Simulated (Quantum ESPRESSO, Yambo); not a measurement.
# SnGeH2 (chair-type functionalised monolayer): G0W0 with Yambo, start to end, part 3 of 3

Aim: the G0W0 gap of SnGeH2 (chair-type functionalised monolayer) on PBE, step by step.

Quantum ESPRESSO 7.5 and Yambo 5.3.0; PBE and many-body steps on it, plane waves. Known limits of the many-body steps: not at the basis limit; no spin-orbit coupling.

So far. Step 3 (Bands along the symmetry lines): The gap is 0.609 eV, as in the run before at this level. Step 4 (Empty states on the mesh, 6×6×1 mesh, 103 bands): On this mesh the gap is 0.609 eV.

**6. Screening and self-energy, 6×6×1 mesh, 103 bands, screening to 74.8 eV**

G0W0 replaces the xc potential by the self-energy, built once from these orbitals. Only a window of levels is corrected, while the sums run over the empty bands that the input names.

This step: G0W0 on PBE, plane waves, norm-conserving pseudopotentials.

gw1.in reads:

```
HF_and_locXC
gw0
dyson
ppa
em1d
rim_cut
rim_w
RandQpts= 3000000
RandGvec= 100 RL
CUTGeo= "slab z"
RandGvecW= 9 RL
EXXRLvcs= 116 Ry
VXCRLvcs= 464 Ry
Chimod= "HARTREE"
% BndsRnXp
 1 | 103 |
%
NGsBlkXp= 5.5 Ry
% LongDrXp
 1 | 1 | 0 |
%
% GbndRnge
 1 | 103 |
%
DysSolver= "n"
ExtendOut
PPAPntXp= 27.21138 eV
% QPkrange
 1 | 7 | 21 | 24 |
%
```

Command:

```bash
$ OMP_NUM_THREADS=1 mpirun -n 4 yambo -F gw1.in -J gw1 -C gw1 > gw1.log
```

The program printed:

```text
 Yambo, version 5.3.0

 [02] CORE Variables Setup
 =========================

  [... cell, symmetries and grids as in the set-up ...]

  [02.05] Energies & Occupations
  ==============================

  [X] === General ===
  [X] Electronic Temperature                        :  0.000000  0.000000 [eV K]
  [X] Bosonic    Temperature                        :  0.000000  0.000000 [eV K]
  [X] Finite Temperature mode                       : no
  [X] El. density                                   :  0.16143E+24 [cm-3]
  [X] Fermi Level                                   : -2.002869 [eV]

  [X] === Gaps and Widths ===
  [X] Conduction Band Min                           :  0.608571 [eV]
  [X] Valence Band Max                              :  0.000000 [eV]
  [X] Filled Bands                                  :  23
  [X] Empty Bands                                   :   24  103
  [X] Direct Gap                                    :  0.608571 [eV]
  [X] Direct Gap localized at k                     :  1
  [X] Indirect Gap                                  :  0.608571 [eV]
  [X] Indirect Gap between kpts                     :  1  1
  [X] Last valence band width                       :  2.590794 [eV]
  [X] 1st conduction band width                     :  3.585725 [eV]

 [03] Transferred momenta grid and indexing
 ==========================================

 IBZ Q-points                                      :   7
 BZ  Q-points                                      :   36

 K/Q-points units:
 rlu = crystal or reduced units; cc = cartesian coordinates; iku = interal k-units

 Q [1]          [rlu]:  0.000000  0.000000  0.000000
 Q [2]          [rlu]:  0.57692E-17  0.16667       0.0000
 Q [3]          [rlu]:  0.11538E-16  0.33333       0.0000
 Q [4]          [rlu]: -0.17308E-16 -0.50000       0.0000
 Q [5]          [rlu]:  0.166667  0.166667  0.000000
 Q [6]          [rlu]:  0.166667  0.333333  0.000000
 Q [7]          [rlu]:  0.333333  0.333333  0.000000

 [04] Coloumb potential Random Integration (RIM)
 ===============================================

 Performing RIM of v_slab

  [04.01] RIM initialization
  ==========================

  * Diagonal components only detected *

  8 x (sBL volume)        :  0.028665 [a.u.]
  sBZ random points       :  3000000
  Points outside the sBZ  :  24001124
  RL volume               :  0.128992 [a.u.]
  Integrated volume       :  0.128986 [a.u.]

  [04.02] RIM integrals
  =====================

  Gamma point sphere radius             :  0.034151 [a.u.]
  Points outside the sphere             :  2398760
  [Int_sBZ(q=0) 1/q^2]*(Vol_sBZ)^(-1/3) =:  7.485647
                                 should be <:  7.795600

  Summary of Coulomb integrals for non-metallic bands |Q|[au] RIM/Bare

  Q [1] 0.100000E-4 0.960240 * Q [2] 0.145445 0.995670
  Q [5] 0.251919 1.023841 * Q [3] 0.290890 1.022956
  Q [6] 0.384812 1.017342 * Q [4] 0.436336 1.014699
  Q [7] 0.503837 1.011157
  Non-periodic chartesian directions : none
  Optical renormalization            :  32.12534 [au]
  Polarizability dimension           : length

 [05] Coloumb potential CutOffslab
 =================================

 Cut directionsZ
 Slab Cutoff:Z
 Symmetry test passed : yes

 [06] Dipoles
 ============

  [06.01] Setup: observables and procedures
  =========================================

 [07] Dynamic Dielectric Matrix (PPA)
 ====================================

 [WR./gw1//ndb.pp]---------------------------------------------------------------
  Brillouin Zone Q/K grids (IBZ/BZ)                :    7   36    7   36
  RL vectors                                       :   46117 [WF]
  Coulomb cutoff potential                         : slab z
  Electronic Temperature                           :  0.000000 [K]
  Bosonic    Temperature                           :  0.000000 [K]
  PPA    diel. fun.  energies                      : Perdew, Burke & Ernzerhof(X)+Perdew, Burke & Ernzerhof(C)
  wavefunctions                                    : Perdew, Burke & Ernzerhof(X)+Perdew, Burke & Ernzerhof(C)
  Global Gauge                                     : length
  X matrix size                                    :   499
  X band range                                     :    1  103
  X e/h energy range                               : -1.000000 -1.000000 [eV]
  X Time ordering                                  : R
  X Hxc Kernel                                     : HARTREE
  X Drude frequency                                :  0.000000  0.000000
  X poles                                          :  100.0000 [o/o]
  RL vectors in the sum                            :   46117
  [r,Vnl] included                                 : yes
  Field direction                                  :  0.707107E-5  0.707107E-5   0.00000
  BZ energy Double Grid                            : no
  BZ energy DbGd points                            : 0
  BZ Q point size factor                           : -1.000000
  X Optical Averaged directions                    : none

 [08] Local Exchange-Correlation + Non-Local Fock
 ================================================

 [VXC] Plane waves :   324761
 [EXS] Plane waves :   40617

 QP @ state[ 1 ] K range:   1   7
 QP @ state[ 1 ] b range:  21  24

 [xc] Functional : Perdew, Burke & Ernzerhof(X)+Perdew, Burke & Ernzerhof(C)
 [xc] LIBXC used to calculate xc functional
  PP Number of Atomic Species                      :  3
  NLCC RL compoments                               :   324761
  PP Number of Atomic Species                      :  3
  NLCC RL compoments                               :   324761

 [xc] E_xc :  -41.59128 [Ha]
      E_xc :  -83.18257 [Ry]

  Local XC kind (lXC) : Perdew, Burke & Ernzerhof(X)+Perdew, Burke & Ernzerhof(C)
  Non-Local XC kind (nlXC) : Hartree-Fock

  Corrections @ K [1] :  [eV]
 <21|nlXC|21> = -15.23184 -0.20079E-18 <21|lXC|21> = -11.85017 -0.18882E-15
 <22|nlXC|22> = -13.51788  0.21056E-17 <22|lXC|22> = -12.39495 -0.23602E-16
 <23|nlXC|23> = -13.51785  0.95653E-17 <23|lXC|23> = -12.39491  0.47204E-16
 <24|nlXC|24> = -9.270716 -0.74035E-17 <24|lXC|24> = -12.26860  0.000000

  Corrections @ K [2] :  [eV]
 <21|nlXC|21> = -15.30228 -0.28189E-17 <21|lXC|21> = -11.94189  0.000000
 <22|nlXC|22> = -13.53679  0.44380E-17 <22|lXC|22> = -11.65193  0.14161E-15
 <23|nlXC|23> = -13.37348  0.13047E-16 <23|lXC|23> = -12.06072  0.000000
 <24|nlXC|24> = -8.177133  0.37810E-17 <24|lXC|24> = -11.61139  0.18882E-15

  Corrections @ K [3] :  [eV]
 <21|nlXC|21> = -14.33808 -0.18249E-16 <21|lXC|21> = -11.18490  0.14161E-15
 <22|nlXC|22> = -15.10025 -0.16032E-17 <22|lXC|22> = -11.77979 -0.41304E-16
[...]
Corrections @ K [4] :  [eV]
[...]
Corrections @ K [5] :  [eV]
[...]
Corrections @ K [6] :  [eV]
[...]
<24|nlXC|24> = -6.890456  0.13871E-17 <24|lXC|24> = -10.84464  0.000000

  Corrections @ K [7] :  [eV]
 <21|nlXC|21> = -15.24969  0.26475E-17 <21|lXC|21> = -11.79067  0.000000
 <22|nlXC|22> = -12.97298 -0.14281E-16 <22|lXC|22> = -10.43473  0.75601E-17
 <23|nlXC|23> = -14.71061 -0.72000E-17 <23|lXC|23> = -11.42946  0.94408E-16
 <24|nlXC|24> = -3.472544  0.68892E-18 <24|lXC|24> = -7.091955 -0.11801E-16

  [08.01] Hartree-Fock occupations report
  =======================================

  [Hartree-Fock] === General ===
  [Hartree-Fock] Electronic Temperature             :  0.000000  0.000000 [eV K]
  [Hartree-Fock] Bosonic    Temperature             :  0.000000  0.000000 [eV K]
  [Hartree-Fock] Finite Temperature mode            : no
  [Hartree-Fock] El. density                        :  0.16143E+24 [cm-3]
  [Hartree-Fock] Fermi Level                        : -2.002869 [eV]

  [Hartree-Fock] === Gaps and Widths ===
  [Hartree-Fock] Conduction Band Min                :  3.606458 [eV]
  [Hartree-Fock] Valence Band Max                   : -1.122941 [eV]
  [Hartree-Fock] Filled Bands                       :  23
  [Hartree-Fock] Empty Bands                        :   24  103
  [Hartree-Fock] Direct Gap                         :  4.729400 [eV]
  [Hartree-Fock] Direct Gap localized at k          :  1
  [Hartree-Fock] Indirect Gap                       :  4.729400 [eV]
  [Hartree-Fock] Indirect Gap between kpts          :  1  1
  [Hartree-Fock] Last valence band width            :  4.748999 [eV]
  [Hartree-Fock] 1st conduction band width          :  4.207247 [eV]

 [09] Dyson equation: Newton solver
 ==================================

  [09.01] RIM-W interpolation
  ===========================

  [WARNING] RIM-W works only for 2D semiconductors with slab cutoff
  Found compatible q grid: 2D
  q_min[ 1 ]:  0.16667      0.57511E-12   0.0000     [rlu]
   0.166667  0.083333  0.000000 [iku]
  q_min[ 2 ]:  0.57692E-17  0.16667       0.0000     [rlu]
   0.87488E-11  0.16667       0.0000     [iku]
  G-vectors :   9
  G-vectors loaded:   61
  Number of interpolated frequencies:  2

  Evaluating coefficients q = 0
  Evaluating coefficients q = 0

  [09.02] RIM-W integrals
  =======================

  8 x (sBL volume)        :  0.028665 [a.u.]
  sBZ random points       :  3000000
  Points outside the sBZ  :  24001124
  RL volume               :  0.128992 [a.u.]
  Integrated volume       :  0.128986 [a.u.]

  [09.03] RIM integrals
  =====================

  Comparison between head Wc = W - v averages: < Wc > [au] RIM-W/RIM

   < -Wc [Q = 1] > 0.413004E-1 0.195953E-3 * < -Wc [Q = 2] > 0.003733 0.003573
   < -Wc [Q = 3] > 0.640114E-3 0.623174E-3 * < -Wc [Q = 4] > 0.208985E-3 0.205818E-3
   < -Wc [Q = 5] > 0.956270E-3 0.928621E-3 * < -Wc [Q = 6] > 0.303325E-3 0.299119E-3
   < -Wc [Q = 7] > 0.143163E-3 0.142098E-3

  Comparison between head Wc = W - v averages: < Wc > [au] RIM-W/RIM

   < -Wc [G = 1,G`=0] > 0.413004E-1 0.195953E-3 * < -Wc [G = 2,G`=0] >-0.001551 0.000000
   < -Wc [G = 3,G`=0] >-0.001551 0.000000 * < -Wc [G = 4,G`=0] > 0.935728E-4  0.00000
   < -Wc [G = 5,G`=0] > 0.935826E-4  0.00000 * < -Wc [G = 6,G`=0] >-0.206290E-4  0.00000
   < -Wc [G = 7,G`=0] >-0.206393E-4  0.00000 * < -Wc [G = 8,G`=0] > 0.854909E-7  0.00000
   < -Wc [G = 9,G`=0] > 0.862251E-7  0.00000

 [10] G0W0 (W PPA)
 =================

 [  GW  ] Bands range     :    1  103
 [GW/PPA] G damping       :  0.100000 [eV]

 QP @ state[ 1 ] K range:   1   7
 QP @ state[ 1 ] b range:  21  24

  Sc/G bands                                       :    1  103
  Sc/G damping                                     :  0.100000 ev
  Sc bands terminator                              : no
  Sx RL components                                 :   40617

  QP @ state[ 1 ] K range                          :   1   7
  QP @ state[ 1 ] b range                          :  21  24
  GF energies kind                                 : Perdew, Burke & Ernzerhof(X)+Perdew, Burke & Ernzerhof(C)
  GF WF`s kind                                     : Perdew, Burke & Ernzerhof(X)+Perdew, Burke & Ernzerhof(C)
  Xs energies kind                                 : Perdew, Burke & Ernzerhof(X)+Perdew, Burke & Ernzerhof(C)
  Xs WF`s kind                                     : Perdew, Burke & Ernzerhof(X)+Perdew, Burke & Ernzerhof(C)

 [14] Game Over & Game summary
```

The job ended after 13 min (4 MPI ranks of Arm Neoverse V1, shared host; peak memory 6.1 GiB; 52 min of CPU time).

This step gave:

```yaml
g0w0_gap_on_the_mesh: 1.401 eV
starting_gap_on_the_mesh: 0.6086 eV
k_of_the_valence_top: 0, 0, 0
k_of_the_conduction_bottom: 0, 0, 0
least_direct_g0w0_gap_on_the_computed_points: 1.401 eV
z_at_the_valence_top: 0.6436
z_at_the_conduction_bottom: 0.6334
```

The gap on the mesh goes from 0.61 eV to 1.40 eV, a correction of +0.79 eV.

Limits: finite bands, cutoff and mesh; no spin-orbit coupling. v1 is the top filled band, c1 the lowest empty one. The levels before and after the correction (eV, zero at the valence-band top of each column):

```csv
,conduction bottom,valence top
Kohn-Sham,0.61,0.00
G0W0,1.40,0.00
```

```csv
,level,energy (eV)
Kohn-Sham,Γ v3,-2.266
Kohn-Sham,Γ v2-v1,0.000
Kohn-Sham,Γ c1,0.609
G0W0,Γ v3,-2.771
G0W0,Γ v2-v1,0.000
G0W0,Γ c1,1.401
```

**7. Where the time went**

Times are wall times on the hardware named with each run, good to a factor of about two.

```csv
step,time,share,memory (GiB)
ground state,63 s,7 %,1.5
bands along the symmetry lines,32 s,3 %,1.1
empty states on the mesh,70 s,7 %,2.0
conversion and set-up,5.9 s,1 %,0.3
screening and self-energy,13 min,82 %,6.1
```

**8. What came out**

```json
{
  "PBE gap": "0.61 eV, direct",
  "G0W0 gap on the mesh": "1.40 eV",
  "GW settings": "6×6×1 mesh, 103 bands, screening to 74.8 eV, Godby-Needs plasmon pole",
  "known limits": "not at the basis limit; no spin-orbit coupling"
}
```

G0W0 moves the gap on the mesh from 0.61 eV to 1.40 eV (+0.79 eV), with Z of 0.64 and 0.63 at the edges. The dearest step here is «screening and self-energy». Bands and cutoff are finite, so the gap is not at the basis limit. The miss can reach some tenths of an eV and take either sign; the mesh is an error of its own. The many-body steps are scalar-relativistic: spin-orbit coupling is not in them.

[Paths, hosts, dates, memory and timing lines, banners, echoed tables and standing remarks are left out of the program output.]

[Logs are printed without paths, hosts, clocks, repeated set-up lines and the standing remarks that a program may print on its own settings, such as how far it seeks lower states.]

[Runs of the session that timed out or met a known fault of the program may be left out.]

[Hosts, paths, dates, database ids (printed as entryN), source tags and the programs' standing remarks are cut or masked in the printed files.]
